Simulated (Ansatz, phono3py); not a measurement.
# ZnS (F-43m): lattice thermal conductivity, part 2 of 3

Aim: the lattice thermal conductivity of ZnS against temperature, and which phonons carry it.

What experiment has found for this phase:
- thermal conductivity 27 W/m/K near room temperature (given in “Combining the AFLOW GIBBS and Elastic Libraries to efficiently and robustly screen thermo-mechanical properties of solids”, 2017, arXiv:1611.05714)

Ansatz 0.2.0; DFT LDA, scalar-relativistic, plane waves, PAW; PAW set soft_1.

So far. Step 2 (Probe on a coarse mesh): The start is under -4.5 GPa at this level and looks like an insulator or semiconductor on this mesh. Step 4 (Tight relaxation): The residual pressure is -0.0059 GPa, small enough for phonons. The relaxed cell has a = 5.297 Å (conventional setting).

The database entry behind the starting cell differs from later determinations by our own check (about 0.1 % short), so it need not match the best structure at ambient conditions.

**6. A cheap rung, k-mesh 8×8×8, third order supercell 2×2×2**

A small supercell and a short cutoff cost little, and show how far such settings carry.

input.yaml reads:

```yaml
crystal:
  lattice:
    - [0.0, 2.6483576481, 2.6483576481]
    - [2.6483576481, 0.0, 2.6483576481]
    - [2.6483576481, 2.6483576481, 0.0]
  atoms:
    - { symbol: Zn, position: [0.25, 0.25, 0.25] }
    - { symbol: S, position: [0.0, 0.0, 0.0] }
kpoints:
  mp_grid: { grid: [8, 8, 8] }
hamiltonian:
  xc: lda
  pseudopotentials: { kind: paw, azcp: { folder: soft_1 }, xc_functional: pbe }
scf:
  occupations: { method: fixed }
  lower_state_search: "off"
output:
  eigenvalues: true
phonons:
  method: fd
  dielectric: true
  supercell: [2, 2, 2]
  temperatures: { t_max: 1000, t_step: 50 }
  qpath:
    path:
      - [[0.0, 0.0, 0.0], [-0.5, -0.5, 0.0], [-0.375, -0.375, 0.25]]
      - [[-0.375, 0.0, 0.375], [0.0, 0.0, 0.0], [0.0, 0.0, 0.5], [-0.5, -0.25, 0.25], [-0.5, -0.5, 0.0]]
    npoints: 10
  third_order: { supercell: [2, 2, 2], pair_cutoff: 2.444 }
  lattice_thermal_conductivity:
    qmesh: [11, 11, 11]
    temperatures: [100.0, 150.0, 200.0, 300.0, 400.0, 500.0, 600.0, 800.0]
    isotope_mass_variance:
      - { species: S, variance: 0.0001651 }
      - { species: Zn, variance: 0.0005982 }
```

Started as:

```sh
$ ansatz run input.yaml --threads 8 --pin off --max-ram 19456MiB --backend cpu --events-out ev --progress --plain --runs-dir out
```

Numbers of over 12 decimals in the logs are rounded to 6 here.

Output:

```text
Warning: phonons: the dynamical matrix that this run interpolates holds no multipole term above the dipole-dipole one, and a site of this crystal is no centre of inversion, so its interpolated transverse optical and acoustic branches and sound speeds can stay off near Gamma, and the density of states and the thermodynamics with them. What a run solves at a wave vector of phonons.qpoints, Gamma apart, where the deck admits one, is free of this, and under fd what a larger phonons.supercell samples
Warning: phonons.dielectric: true without phonons.rigid_motions: the static dielectric tensor ε⁰ will be withheld (ε∞, Z* and the rows of modes are given); for a crystal or a slab, whose only rigid motions are the translations, set phonons.rigid_motions: translations
[...]
Crystal: 16 atoms, lattice volume = 297.201 Å³
Basis set: ecut = 420 eV, 5817 PW (Γ)
Bands: 88, of which v1, the nominal top of the filled ones, is band 72 counted from 1 (71 counted from 0)
Symmetry: 192 space group operations
k-points: 8 of 64 (time reversal used)
[...]
SCF iter   1: F=—  HF=-32939.538002 eV  |F-HF|=—  |Δ(HF+E_count)|=         —  Δρ=4.39e-8  dr2=2.45e-12  ethr=1.00e-12  ⟨swp⟩=3.0  Hψ=1812  notcnv=0
[...]
SCF iter   2: F=-32939.538002 eV  HF=-32939.538002 eV  |F-HF|=0.00e0  |Δ(HF+E_count)|=    0.00e0  Δρ=2.84e-8  dr2=1.27e-12  ethr=1.00e-12  ⟨swp⟩=4.0  Hψ=2105  notcnv=0
SCF 1 converged in 2 iterations: F = -32939.538002 eV  dr2 = 1.27e-12
[...]
Crystal: 2 atoms, lattice volume = 37.150 Å³
Basis set: ecut = 420 eV, 725 PW (Γ), exchange–correlation on 54×54×54 points (8 copies of the dense FFT grid, shifted against one another)
Bands: 13, of which v1, the nominal top of the filled ones, is band 9 counted from 1 (8 counted from 0)
Symmetry: 24 space group operations
k-points: 95 of 512 (irreducible under 4 space group operations, time reversal used)
[...]
SCF iter   6: F=-4117.442251 eV  HF=-4117.442251 eV  |F-HF|=4.55e-11  |Δ(HF+E_count)|=  1.91e-11  Δρ=4.64e-7  dr2=6.09e-11  ethr=1.00e-12  ⟨swp⟩=2.0  Hψ=2136  notcnv=0
SCF 2 converged in 6 iterations: F = -4117.442251 eV  dr2 = 6.09e-11
[...]
DFPT response loops at Γ: preconditioner auto → none (the input reference at scf.mixing.eps_inf says where Resta's filter doesn't serve); β = 0.50; Broyden in place of MSR1
── the response to a field inside a basis, on 8×8×8 k-points: an SCF that follows is theirs, and a resumed run solves both again ──
Bands: 10, of which v1, the nominal top of the filled ones, is band 9 counted from 1 (8 counted from 0)
k-points: 60 of 512 (irreducible under 6 space group operations, time reversal used)
[...]
Eigensolver: Dense (60 Hₖ)
SCF iter   1: F=—  HF=-4117.443038 eV  |F-HF|=—  |Δ(HF+E_count)|=         —  Δρ=2.48e-4  dr2=5.19e-6  ethr=1.00e-1
[...]
SCF iter   4: F=-4117.443037 eV  HF=-4117.443037 eV  |F-HF|=6.12e-9  |Δ(HF+E_count)|=   3.55e-6  Δρ=9.65e-6  dr2=1.42e-8  ethr=2.89e-8
SCF 1 converged in 4 iterations: F = -4117.443037 eV  dr2 = 1.42e-8
[...]
Symmetry: 2 space group operations
k-points: 24 of 64 (time reversal used)
[...]
SCF iter   9: F=-32939.537971 eV  HF=-32939.537971 eV  |F-HF|=2.18e-11  |Δ(HF+E_count)|=  1.46e-11  Δρ=2.04e-8  dr2=8.63e-13  ethr=1.00e-12  ⟨swp⟩=6.0  Hψ=10387  notcnv=0
SCF 2 converged in 9 iterations: F = -32939.537971 eV  dr2 = 8.63e-13
[...]
SCF iter  10: F=-32939.537978 eV  HF=-32939.537978 eV  |F-HF|=7.28e-12  |Δ(HF+E_count)|=  7.28e-12  Δρ=4.44e-8  dr2=5.21e-12  ethr=1.00e-12  ⟨swp⟩=5.5  Hψ=10895  notcnv=0
SCF 3 converged in 10 iterations: F = -32939.537978 eV  dr2 = 5.21e-12
[...]
SCF iter   4: F=-32939.538002 eV  HF=-32939.538002 eV  |F-HF|=6.69e-10  |Δ(HF+E_count)|=  5.09e-10  Δρ=6.92e-7  dr2=6.48e-10  ethr=1.00e-12  ⟨swp⟩=3.0  Hψ=2838  notcnv=0
SCF 4 converged in 4 iterations: F = -32939.538002 eV  dr2 = 6.48e-10
Symmetry: 48 space group operations
k-points: 13 of 64 (time reversal used)
[...]
SCF iter   5: F=-32939.538002 eV  HF=-32939.538002 eV  |F-HF|=4.73e-10  |Δ(HF+E_count)|=  3.35e-10  Δρ=6.21e-7  dr2=5.42e-10  ethr=1.00e-12  ⟨swp⟩=4.0  Hψ=3892  notcnv=0
SCF 5 converged in 5 iterations: F = -32939.538002 eV  dr2 = 5.42e-10
Symmetry: 6 space group operations
[...]
SCF iter  10: F=-32939.534644 eV  HF=-32939.534644 eV  |F-HF|=3.86e-10  |Δ(HF+E_count)|=  4.07e-10  Δρ=3.74e-7  dr2=3.25e-10  ethr=1.00e-12  ⟨swp⟩=4.0  Hψ=3900  notcnv=0
SCF 6 converged in 10 iterations: F = -32939.534644 eV  dr2 = 3.25e-10
[...]
SCF iter   2: F=—  HF=-32939.527712 eV  |F-HF|=—  |Δ(HF+E_count)|=   8.83e-4  Δρ=7.26e-4  dr2=9.20e-4  ethr=2.10e-6  ⟨swp⟩=2.2  Hψ=2747  notcnv=0  defer=318
[...]
SCF iter   5: F=—  HF=-32939.527939 eV  |F-HF|=—  |Δ(HF+E_count)|=   4.77e-6  Δρ=2.14e-5  dr2=1.99e-6  ethr=1.01e-8  ⟨swp⟩=2.0  Hψ=3555  notcnv=0  defer=216
[...]
SCF iter   9: F=-32939.527899 eV  HF=-32939.527899 eV  |F-HF|=3.20e-10  |Δ(HF+E_count)|=   2.75e-9  Δρ=4.60e-7  dr2=7.84e-10  ethr=1.00e-12  ⟨swp⟩=4.0  Hψ=10675  notcnv=0
SCF 34 converged in 9 iterations: F = -32939.527899 eV  dr2 = 7.84e-10
[...]
SCF iter   9: F=-32939.532451 eV  HF=-32939.532451 eV  |F-HF|=2.91e-11  |Δ(HF+E_count)|=  6.40e-10  Δρ=3.45e-7  dr2=3.27e-10  ethr=1.00e-12  ⟨swp⟩=5.0  Hψ=8924  notcnv=0
SCF 35 converged in 9 iterations: F = -32939.532451 eV  dr2 = 3.27e-10
[...]
SCF iter   9: F=-32939.534032 eV  HF=-32939.534032 eV  |F-HF|=1.02e-10  |Δ(HF+E_count)|=  3.42e-10  Δρ=2.56e-7  dr2=1.43e-10  ethr=1.00e-12  ⟨swp⟩=5.0  Hψ=8841  notcnv=0
SCF 36 converged in 9 iterations: F = -32939.534032 eV  dr2 = 1.43e-10
[...]
SCF iter   9: F=-32939.523970 eV  HF=-32939.523970 eV  |F-HF|=1.53e-10  |Δ(HF+E_count)|=  7.49e-10  Δρ=3.57e-7  dr2=3.26e-10  ethr=1.00e-12  ⟨swp⟩=5.0  Hψ=8920  notcnv=0
SCF 37 converged in 9 iterations: F = -32939.523970 eV  dr2 = 3.26e-10
[...]
SCF iter   9: F=-32939.529179 eV  HF=-32939.529179 eV  |F-HF|=1.31e-10  |Δ(HF+E_count)|=  6.98e-10  Δρ=3.76e-7  dr2=4.19e-10  ethr=1.00e-12  ⟨swp⟩=5.0  Hψ=13392  notcnv=0
SCF 38 converged in 9 iterations: F = -32939.529179 eV  dr2 = 4.19e-10
[...]
SCF iter  10: F=-32939.530943 eV  HF=-32939.530943 eV  |F-HF|=1.67e-10  |Δ(HF+E_count)|=  3.64e-10  Δρ=2.92e-7  dr2=2.24e-10  ethr=1.00e-12  ⟨swp⟩=5.0  Hψ=11146  notcnv=0
SCF 39 converged in 10 iterations: F = -32939.530943 eV  dr2 = 2.24e-10
[...]
SCF iter   9: F=-32939.530771 eV  HF=-32939.530771 eV  |F-HF|=5.09e-11  |Δ(HF+E_count)|=  3.78e-10  Δρ=3.44e-7  dr2=3.35e-10  ethr=1.00e-12  ⟨swp⟩=5.0  Hψ=8927  notcnv=0
SCF 40 converged in 9 iterations: F = -32939.530771 eV  dr2 = 3.35e-10
[...]
SCF iter   9: F=-32939.529277 eV  HF=-32939.529277 eV  |F-HF|=1.09e-10  |Δ(HF+E_count)|=  5.02e-10  Δρ=2.93e-7  dr2=2.98e-10  ethr=1.00e-12  ⟨swp⟩=5.0  Hψ=8926  notcnv=0
SCF 41 converged in 9 iterations: F = -32939.529277 eV  dr2 = 2.98e-10
SCF converged after 2 iterations
Free energy (F): -32939.538002 eV
[...]
Internal energy: -32939.538002 eV  (E = F + TS)
E sigma→0 (E₀):  -32939.538002 eV
Fermi energy:    6.298511 eV
[...]
--- Band table (eV; the first three rows and the last of 8) ---
  k-point 0: bands = [... 68 lower, 5.3291, 6.2985, 6.2985, 6.2985, 8.4176, 9.3489, 9.3489, 9.3489, ... 12 higher]
  k-point 1: bands = [... 68 lower, 5.4522, 5.4522, 6.1309, 6.1309, 9.2594, 9.5874, 9.7788, 9.7788, ... 12 higher]
  k-point 2: bands = [... 68 lower, 5.7703, 5.7703, 5.7703, 5.7703, 9.7241, 9.7241, 10.4129, 10.4129, ... 12 higher]
  k-point 7: bands = [... 68 lower, 5.2866, 5.2866, 5.2866, 5.2866, 11.1246, 11.1246, 11.1246, 11.1246, ... 12 higher]
--- Phonons: 2 displaced members + reference (amplitude 0.0025 Å, Σ member SCF iterations 19) ---
  symmetry images taken by strict's conditions (phonons.symmetry_images: auto; settled by the asymmetry read); asymmetry of the core-correction force 1.5e-7 eV/Å at the most on a site, 1.5e-6 eV/Å summed over every site of the supercell
  ASR residual: 5.758e-5 → 0.000e0 eV/Å²; symmetrization residual: 4.816e-5 eV/Å²
  largest component of a force at the reference: 1.5e-16 eV/Å
  ASR residual per site (eV/Å²): 5.76e-5 3.09e-5
  Γ frequencies (cm⁻¹): 0.00 0.00 0.00 290.72 290.72 290.72
  Unit cell's response to a homogeneous field: 3 representative field directions (Σ response iterations 15)
  ε∞ (high-frequency dielectric tensor):
        6.175004    -0.000000    -0.000000
       -0.000000     6.175004     0.000000
       -0.000000     0.000000     6.175004
  ε⁰ (static dielectric tensor): not given — the deck does not say what the cell's rigid motions are, and on a molecule in a box or a wire the rigid rotations would enter the sum over the modes at Γ. For a crystal or a slab, whose only rigid motions are the translations, set phonons.rigid_motions: translations.
  Born effective charges Z* (e; rows j = field, columns β = displacement):
    site 0:
         1.89816   -0.00000   -0.00000
         0.00000    1.89816    0.00000
         0.00000    0.00000    1.89816
    site 1:
        -1.89816    0.00000    0.00000
        -0.00000   -1.89816   -0.00000
        -0.00000   -0.00000   -1.89816
  Z* charge neutrality: 8.701e-5 e pre-enforcement
  solved inside a basis spanned on the 8×8×8 k-mesh, on 8×8×8 k-points, its susceptibility summed on 12×12×12: ε∞ is read to err by 1.7e-2, Z* by 1.3e-2 e; Z* is corrected for what the basis lacks
  optical modes at Γ without the LO–TO term, one row a degenerate level:
      ω (cm⁻¹)  modes    IR ((D/Å)²/amu)
        290.72      3            11.5926
  optical modes at Γ + LO–TO along q̂ = [1.0000, 0.0000, 0.0000]:
      ω (cm⁻¹)  modes    IR ((D/Å)²/amu)
        290.72      2             7.7284
        347.05      1             3.8642
  optical modes at Γ + LO–TO along q̂ = [0.0000, 1.0000, 0.0000]:
      ω (cm⁻¹)  modes    IR ((D/Å)²/amu)
        290.72      2             7.7284
        347.05      1             3.8642
  optical modes at Γ + LO–TO along q̂ = [0.0000, 0.0000, 1.0000]:
      ω (cm⁻¹)  modes    IR ((D/Å)²/amu)
        290.72      2             7.7284
        347.05      1             3.8642
  density of states and harmonic sums: on the 20×20×20 q-mesh, interpolated from the force constants of a 2×2×2 supercell (with the dipole–dipole term)
  largest difference from the sums on the solved wave vectors: F 5.87e-2 eV, S 9.10e-5 and C_V 3.22e-5 eV/K
  zero-point energy: 0.081873 eV/cell   skipped modes (ω ≤ 0): 3   left out of the sums: 6.25e-5 of the cell's modes: C_V's classical limit lies that fraction below 3 k_B per atom; for a crystal, a wire or a layer, F and S can be off by more, and a phonons.interpolated_qmesh denser along its periods is the remedy for the sampling
--- Third-order force constants: 36 member SCFs in a 2×2×2 supercell (pair cutoff 2.444 Å, amplitude 0.03 Å, SCF threshold 1.00e-9 eV, Σ member SCF iterations 328) ---
[...]
26 force-constant blocks with the first atom in the home cell, fitted with 10 parameters over 4 symmetry orbits; no atom triplet left out
  sum-rule residual: 3.969e-1 → 1.691e-14 eV/Å³; symmetrization residual: 1.669e-2 eV/Å³; largest sum-rule correction relative to its orbit: 4.990e-2, on the orbit of the block of home site 0 with site 0 of cell (0, 0, 0) and site 1 of cell (0, 0, 0), whose norm before the correction was 2.863e1 eV/Å³
--- Lattice thermal conductivity: 11×11×11 mesh (56 irreducible points), tetrahedron method ---
  three-phonon and isotope scattering only; four-phonon, boundary and, in a metal, phonon-electron scattering are left out
  each conductivity is what the modes' populations carry and what the coherences between them add
  conductivity (a third of the tensor's trace), W/(m K), in the relaxation-time approximation and from the full solution:
       T (K)   relaxation time   full solution  iterations             ending  least Ritz value
      100.00           82.5861         80.3581           6          converged          8.047e-1
      150.00           55.8427         54.2069           6          converged          7.532e-1
      200.00           42.4672         41.2012           7          converged          7.334e-1
      300.00           29.0370         28.1645           7          converged          7.189e-1
      400.00           22.1941         21.5265           7          converged          7.113e-1
      500.00           18.0061         17.4646           7          converged          7.066e-1
      600.00           15.1677         14.7118           7          converged          7.034e-1
      800.00           11.5561         11.2094           7          converged          6.991e-1
```

Run time: 6.5 min. Hardware: 8 threads of Arm Neoverse V1, shared host; peak memory 1.7 GiB.

This step gave:

```
Γ frequencies                              : 0, 0, 0, 290.7, 290.7, 290.7 cm⁻¹ (negative: imaginary)
lowest frequency on the path               : 0 cm⁻¹
zero-point energy                          : 0.08187 eV/cell
point group                                : -43m
highest frequency                          : 347.1 cm⁻¹
Debye temperature from the second moment   : 455 K
κ at 300 K (relaxation time)               : 29.04 W/m/K
κ at 300 K (full solution)                 : 28.16 W/m/K
dipole term                                : run
mean free path at half of κ                : 113 nm
share of κ above the three lowest branches : 0.005
third-order blocks                         : 26
periodic aliases dropped                   : 0
largest relative sum-rule correction       : 0.04990
displaced cells, third order               : 36
```

W/m/K. Kappa, by row:

```csv
T (K),RTA xx,RTA yy,RTA zz,full xx,full yy,full zz,coherence part xx,coherence part yy,coherence part zz,ending,iterations,least Ritz value
100,82.59,82.59,82.59,80.36,80.36,80.36,0.007836,0.007836,0.007836,converged,6,0.805
150,55.84,55.84,55.84,54.21,54.21,54.21,0.01563,0.01563,0.01563,converged,6,0.753
200,42.47,42.47,42.47,41.2,41.2,41.2,0.02153,0.02153,0.02153,converged,7,0.733
300,29.04,29.04,29.04,28.16,28.16,28.16,0.03,0.03,0.03,converged,7,0.719
400,22.19,22.19,22.19,21.53,21.53,21.53,0.03679,0.03679,0.03679,converged,7,0.711
500,18.01,18.01,18.01,17.46,17.46,17.46,0.04303,0.04303,0.04303,converged,7,0.707
600,15.17,15.17,15.17,14.71,14.71,14.71,0.04903,0.04903,0.04903,converged,7,0.703
800,11.56,11.56,11.56,11.21,11.21,11.21,0.06066,0.06066,0.06066,converged,7,0.699
```

This rung gives 29.0 W/(m K) at 300 K by relaxation time, but with 16 atoms, 1 neighbour distance inside the cutoff and a 11×11×11 mesh it is a test, not the conductivity of the crystal.

[end of part 2 of 3]

[Logs are printed without paths, hosts, clocks, repeated set-up lines and the standing remarks that a program may print on its own settings, such as how far it seeks lower states.]

[Hosts, paths, dates, database ids (printed as entryN), source tags and the programs' standing remarks are cut or masked in the printed files.]

[A step with changed settings may run another functional than the one named; its input shows which.]
